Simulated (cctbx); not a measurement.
## Lattice, Laue class and space group of a new crystal

Cell: a = 4.7970 Å, b = 4.7970 Å, c = 4.7970 Å, α = 90.00°, β = 90.00°, γ = 90.00°. Expected content of the cell: Hf3 Sr1.

Simulated single-crystal data (cctbx): Mo Kα, λ = 0.71073 Å, to d = 0.84 Å, 50 % of the full sphere, strongest reflection 40000 counts, noise from counting, a 4 % proportional error and a noise floor of 2 counts (s.d.); no absorption.

A first pass over the reflections prints:

```text
376 reflections to d = 0.848 A
centring   violations  <I/sigma> of those
    A        185 of   185     16.2
    B        181 of   181     16.2
    C        186 of   186     16.4
    I        191 of   191     18.3
    R        243 of   243     18.5
    F        276 of   276     16.3
Laue class    unique    Rint  (classes that these axes allow; Friedel mates merged)
P -1              271   0.021
P 1 2/m 1         189   0.026
P 1 1 2/m         190   0.026
P 2/m 1 1         189   0.025
P m m m           128   0.030
P 4/m             107   0.029
P 4/m m m          76   0.030
R -3 :R           123   0.030
R -3 m :R          81   0.031
P m -3             47   0.034
P m -3 m           34   0.033
space group    extra absences  I>4sigma  <I/sigma>
P 4 3 2                 0          0         -  acentric
P -4 3 m                0          0         -  acentric
P m -3 m                0          0         -  centric
Wilson B = 1.73 A^2   <|E^2-1|> = 0.828 (0.968 centric, 0.736 acentric)   E^2>4: 0.0 %
shell (A)         n   <I/sigma>
 4.80 - 1.22     14     54.6
 1.22 - 0.97     10     58.0
 0.97 - 0.85     10     53.0
```

**Question.** What are the lattice type, the Laue class and the likely space group?

Every centring test has many violations, so the lattice is primitive.

Rint stays low (0.021 to 0.034) up to P m -3 m, the highest class in these axes.

3 settings pass the absence test. No glide or screw absences show, which leaves P 4 3 2, P -4 3 m and P m -3 m.

⟨|E²−1|⟩ = 0.828 lies between the two ideal values. The Wilson B of 1.73 Å² means U ≈ 0.0219 Å².

The true group is Pm-3m (no. 221), Laue class m-3m, centrosymmetric. The tables only narrow the choice to the tied entries; cell content, site symmetry and trial solutions must settle it.

The model was made for the exercise: a known structure type with other elements put in, its volume estimated, not relaxed; displacement parameters are assumed.

[Logs are printed without paths, hosts, clocks, repeated set-up lines and the standing remarks that a program may print on its own settings, such as how far it seeks lower states.]
